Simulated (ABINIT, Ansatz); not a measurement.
# TiNF (Pmmn): one start, several treatments of the self-energy

Aim: compare treatments of exchange, screening and correlation for the gap of TiNF (Pmmn).

Method: LDA and many-body steps on it, plane waves, in ABINIT 10.8.3.

## (1) The starting structure

Symmetry: Pmmn, No. 59, orthorhombic system. The conventional cell has a = 3.062 Å, b = 3.964 Å, c = 7.871 Å, α = 90.00°, β = 90.00°, γ = 90.00°. Nearest to Ti lie 4 N at 2.01 Å and 2 F at 2.04 Å. Nearest to N lie 4 Ti at 2.01 Å. F has 2 Ti at 2.04 Å nearest. Farther neighbours and most contacts between anions are not listed.

The cell and positions are those that the Materials Project relaxed with its own functionals (PBE, PBE+U or r2SCAN), kept fixed.

## (2) Empty states on the mesh, 4×2×1 mesh, 195 bands

This step: ABINIT 10.8.3; DFT, LDA, plane waves, norm-conserving pseudopotentials.

The sums over transitions need many empty states on a uniform mesh; this step solves for them.

The input, run.abi:

```
acell 3*1.0 Angstrom
rprim 
  3.062004000000 0.000000000000 0.000000000000
  0.000000000000 3.964387000000 0.000000000000
  0.000000000000 0.000000000000 7.870826000000
ntypat 3
znucl 22 7 9
natom 6
typat 1 1 2 2 3 3
xred 
  0.500000000000 0.000000000000 0.895914000000
  0.000000000000 0.500000000000 0.104086000000
  0.500000000000 0.500000000000 0.939316000000
  0.000000000000 0.000000000000 0.060684000000
  0.000000000000 0.000000000000 0.724624000000
  0.500000000000 0.500000000000 0.275376000000
pp_dirpath "pseudos"
pseudos "Ti.upf, N.upf, F.upf"
ecut 38
ngkpt 4 2 1
nshiftk 1
shiftk 0 0 0
kptopt 1
chksymbreak 0
iscf -2
irdden 1
istwfk *1
nband 195
nbdbuf 16
tolwfr 1e-09
nstep 60
prtvol 0
indata_prefix "in"
outdata_prefix "out"
tmpdata_prefix "tmp"
```

Command:

```console
OMP_NUM_THREADS=1 mpirun -n 4 abinit run.abi > log
```

Numbers of over 12 decimals in the logs are rounded to 6 here.

The program printed:

```text
.Version 10.8.3 of ABINIT. v10.8.2 released Aug 2026.

 Symmetries : space group Pm m n (# 59); Bravais oP (primitive ortho.)
[... echo of the input left out ...]
== DATASET  1 ==================================================================
-   mpi_nproc: 4, omp_nthreads: 1 (-1 if OMP is not activated)

--- !DatasetInfo
iteration_state: {dtset: 1, }
dimensions: {natom: 6, nkpt: 6, mband: 195, nsppol: 1, nspinor: 1, nspden: 1, mpw: 7264, }
cutoff_energies: {ecut:  38.0, pawecutdg:  -1.0, }
[...]
2.80370    2.81798    2.82777    2.82933    2.83590    2.85878    2.88026    2.88722
   2.89102    2.90353    2.91908    2.92041    2.92081    2.92178    2.94130    2.96033
   2.96866    2.97509    2.97854
 prteigrs : prtvol=0 or 1, do not print more k-points.

== END DATASET(S) ==============================================================
================================================================================

 -outvars: echo values of variables after computation  --------
            nband         195
             nkpt           6
          spgroup          59
 [... the other variables as echoed above ...]

 Calculation completed.
```

It took 2.3 min on 4 MPI ranks of Arm Neoverse V1, shared host; peak memory 0.47 GiB.

This step gave:

| Property | Result |
| --- | --- |
| gap | 0.6504 eV |
| k of the valence top | 0, 0, 0 |
| k of the conduction bottom | 0, 0, 0 |
| least direct gap | 0.6504 eV |
| k points computed | 6 |
| lowest point of the top converged band, above the valence top | 73.1271 eV |

On this mesh the gap is 0.650 eV.

The density comes from a self-consistent run that is not shown.

## (3) Screening, 4×2×1 mesh, 87 bands, screening to 114.3 eV

The RPA dielectric matrix is built and inverted for each q.

This step: RPA screening on LDA, plane waves, norm-conserving pseudopotentials.

Edit run.abi of step 2 so:

```diff
@@ -24,10 +24,11 @@
 chksymbreak 0
-iscf -2
-irdden 1
 istwfk *1
-nband 195
-nbdbuf 16
-tolwfr 1e-09
-nstep 60
-prtvol 0
+occopt 1
+irdwfk 1
+optdriver 3
+nband 87
+ecuteps 4.2
+inclvkb 2
+awtr 1
+symchi 1
 indata_prefix "in"
```

The program printed:

```text
.Version 10.8.3 of ABINIT. v10.8.2 released Aug 2026.

 Symmetries : space group Pm m n (# 59); Bravais oP (primitive ortho.)
[... echo of the input left out ...]
== DATASET  1 ==================================================================
-   mpi_nproc: 4, omp_nthreads: 1 (-1 if OMP is not activated)

--- !DatasetInfo
iteration_state: {dtset: 1, }
dimensions: {natom: 6, nkpt: 6, mband: 87, nsppol: 1, nspinor: 1, nspden: 1, mpw: 7264, }
cutoff_energies: {ecut:  38.0, pawecutdg:  -1.0, }
electrons: {nelect:   4.80000000E+01, charge:   0.00000000E+00, occopt:   1.00000000E+00, tsmear:   1.00000000E-02, }

 SCREENING: Calculation of the susceptibility and dielectric matrices

 Based on a program developped by R.W. Godby, V. Olevano, G. Onida, and L. Reining.
 Incorporated in ABINIT by V. Olevano, G.-M. Rignanese, and M. Torrent.
.Using double precision arithmetic ; gwpc =  8

[... cell and pseudopotentials left out ...]
--------------------------------------------------------------------------------

 ==== K-mesh for the wavefunctions ====
 Number of points in the irreducible wedge :     6
[... list of points left out ...]
 Together with  8 symmetry operations and time-reversal symmetry
 yields     8 points in the full Brillouin Zone.

 ==== Q-mesh for the screening function ====
 Number of points in the irreducible wedge :     6
[... list of points left out ...]
 Together with  8 symmetry operations and time-reversal symmetry
 yields     8 points in the full Brillouin Zone.

 setmesh: FFT mesh size selected  =    24x   30x   60
          total number of points  =        43200

 vcoul_init : cutoff-mode = AUXILIARY_FUNCTION
 q-points for optical limit:   1
     1)      0.000010    0.000020    0.000030

- screening: taking advantage of time-reversal symmetry
- Maximum band index for partially occupied states nbvw = 24
- Remaining bands to be divided among processors   nbcw = 63
- Number of bands treated by each node ~15

 Number of electrons calculated from density =   48.0000; Expected =   48.0000
 average of density, n =  0.074446
 r_s =    1.4747
 omega_plasma =   26.3195 [eV]

 calculating chi0 at frequencies [eV] :
  1    0.000000E+00    0.000000E+00
  2    0.000000E+00    2.631945E+01

--------------------------------------------------------------------------------
  q-point number  1        q = ( 0.000000, 0.000000, 0.000000) [r.l.u.]
--------------------------------------------------------------------------------
[... chi0 elements left out ...]
 For q-point:  0.000010 0.000020 0.000030
  dielectric constant =  12.1437
  dielectric constant without local fields =  13.2428

  Average fulfillment of the sum rule on Im[epsilon] for q-point    1 :     46.08  [%]
[... wings left out ...]
  q-point number  2        q = ( 0.250000, 0.000000, 0.000000) [r.l.u.]
--------------------------------------------------------------------------------
[... chi0 elements left out ...]
  Average fulfillment of the sum rule on Im[epsilon] for q-point    2 :     52.13  [%]

 [... 4 further q-points ...]
```

Wall time 30 s (4 MPI ranks); peak memory 1.2 GiB; 2 min of CPU time.

Numbers from this step:

| Property | Result |
| --- | --- |
| ε∞ with local fields, on this mesh, along the program's q direction | 12.14 |
| the same without local fields | 13.24 |
| plasma frequency | 26.32 eV |
| plane waves in the screening matrix | 283 |

Local fields lower ε∞ by 8 %. On a Γ-centred mesh this coarse the value itself is usually too large, while a short band sum pulls it down.

## (4) G0W0, Godby-Needs plasmon pole

The self-energy is evaluated for the states that the input lists, and the levels follow from it, in one-shot runs by the linearised quasiparticle equation.

This step: G0W0 on LDA, plane waves, norm-conserving pseudopotentials.

Edit run.abi of step 3 so:

```diff
@@ -27,8 +27,15 @@
 irdwfk 1
-optdriver 3
+optdriver 4
 nband 87
+gwcalctyp 0
+ecutsigx 38
+symsigma 1
+nkptgw 1
+kptgw 
+  0.0000000000 0.0000000000 0.0000000000
+bdgw 
+  23 26
 ecuteps 4.2
-inclvkb 2
-awtr 1
-symchi 1
+irdscr 1
+ppmodel 1
 indata_prefix "in"
```

The program printed:

```text
.Version 10.8.3 of ABINIT. v10.8.2 released Aug 2026.

 Symmetries : space group Pm m n (# 59); Bravais oP (primitive ortho.)
[... echo of the input left out ...]
== DATASET  1 ==================================================================
-   mpi_nproc: 4, omp_nthreads: 1 (-1 if OMP is not activated)

--- !DatasetInfo
iteration_state: {dtset: 1, }
dimensions: {natom: 6, nkpt: 6, mband: 87, nsppol: 1, nspinor: 1, nspden: 1, mpw: 7264, }
cutoff_energies: {ecut:  38.0, pawecutdg:  -1.0, }
electrons: {nelect:   4.80000000E+01, charge:   0.00000000E+00, occopt:   1.00000000E+00, tsmear:   1.00000000E-02, }

 SIGMA: Calculation of the GW corrections

 Based on a program developped by R.W. Godby, V. Olevano, G. Onida, and L. Reining.
 Incorporated in ABINIT by V. Olevano, G.-M. Rignanese, and M. Torrent.
.Using double precision arithmetic ; gwpc =  8

[... cell and pseudopotentials left out ...]
--------------------------------------------------------------------------------

 ==== K-mesh for the wavefunctions ====
 Number of points in the irreducible wedge :     6
[... list of points left out ...]
 Together with  8 symmetry operations and time-reversal symmetry
 yields     8 points in the full Brillouin Zone.

 ==== Q-mesh for screening function ====
 Number of points in the irreducible wedge :     6
[... list of points left out ...]
 Together with  8 symmetry operations and time-reversal symmetry
 yields     8 points in the full Brillouin Zone.

 vcoul_init : cutoff-mode = AUXILIARY_FUNCTION
 q-points for optical limit:   1
     1)      0.000010    0.000020    0.000030
 setmesh: FFT mesh size selected  =    40x   48x   90
          total number of points  =       172800

 Number of electrons calculated from density =   48.0000; Expected =   48.0000
 average of density, n =  0.074446
 r_s =    1.4747
 omega_plasma =   26.3195 [eV]

 === KS Band Gaps ===
  >>>> For spin  1
   Minimum direct gap =   0.6503 [eV], located at k-point      :   0.0000  0.0000  0.0000
   Fundamental gap    =   0.6503 [eV], Top of valence bands at :   0.0000  0.0000  0.0000
                                       Bottom of conduction at :   0.0000  0.0000  0.0000
 SIGMA fundamental parameters:
 PLASMON POLE MODEL  1
 number of plane-waves for SigmaX                 7201
 number of plane-waves for SigmaC and W            283
 number of plane-waves for wavefunctions          7201
 number of bands                                    87
 number of independent spin polarizations            1
 number of spinorial components                      1
 number of k-points in IBZ                           6
 number of q-points in IBZ                           6
 number of symmetry operations                       8
 number of k-points in BZ                            8
 number of q-points in BZ                            8
 number of frequencies for dSigma/dE                 9
 frequency step for dSigma/dE [eV]                0.25
 number of omega for Sigma on real axis              0
 max omega for Sigma on real axis  [eV]           0.00
 zcut for avoiding poles [eV]                     0.10

 EPSILON^-1 parameters (SCR file):
 dimension of the eps^-1 matrix on file            283
 dimension of the eps^-1 matrix used               283
 number of plane-waves for wavefunctions          7201
 number of bands                                    87
 number of q-points in IBZ                           6
 number of frequencies                               2
 number of real frequencies                          1
 number of imag frequencies                          1

 matrix elements of self-energy operator (all in [eV])

 Perturbative Calculation

--- !SelfEnergy_ee
iteration_state: {dtset: 1, }
kpoint     : [   0.000,    0.000,    0.000, ]
spin       : 1
KS_gap     :    0.650
QP_gap     :    1.690
Delta_QP_KS:    1.040
data: !SigmaeeData |
     Band     E0 <VxcDFT>   SigX SigC(E0)      Z dSigC/dE  Sig(E)    E-E0       E
       23   0.845 -18.918 -21.915   3.737   0.745  -0.341 -18.366   0.552   1.396
       24   2.090 -18.198 -20.429   3.139   0.746  -0.341 -17.520   0.677   2.768
       25   2.741 -19.714 -12.313  -5.100   0.746  -0.340 -17.997   1.717   4.458
       26   3.491 -20.364 -12.138  -5.810   0.738  -0.354 -18.580   1.784   5.275

== END DATASET(S) ==============================================================
================================================================================

 -outvars: echo values of variables after computation  --------
           etotal      0.0000000000E+00
            nband          87
             nkpt           6
          spgroup          59
 [... the other variables as echoed above ...]

 Calculation completed.
```

Wall time 6.8 s (4 MPI ranks); peak memory 0.8 GiB; 26 s of CPU time.

This step gave:

- G0W0 gap on the points computed: 1.690 eV
- starting gap on the mesh: 0.6504 eV
- k of the valence top: 0, 0, 0
- k of the conduction bottom: 0, 0, 0
- Z at the valence top: 0.746
- Z at the conduction bottom: 0.746
- least direct G0W0 gap on the computed points: 1.690 eV

The gap on the mesh goes from 0.65 eV to 1.69 eV, a correction of +1.04 eV.

(Continued in part 2 of 2.)

[Paths, hosts, dates, memory and timing lines, banners, echoed tables and standing remarks are left out of the program output.]

[Logs are printed without paths, hosts, clocks, repeated set-up lines and the standing remarks that a program may print on its own settings, such as how far it seeks lower states.]

[Runs of the session that timed out or met a known fault of the program may be left out.]

[Hosts, paths, dates, database ids (printed as entryN), source tags and the programs' standing remarks are cut or masked in the printed files.]

[G0W0 gaps are taken among the corrected bands and points alone; a level outside them can change the order at an edge.]

[Where Ansatz stands beside ABINIT at settings called matched, ABINIT's density can come from a denser mesh and the files from another edition; pairs whose starting gaps differed by over 0.03 eV were left out, so agreement reads better than it is.]
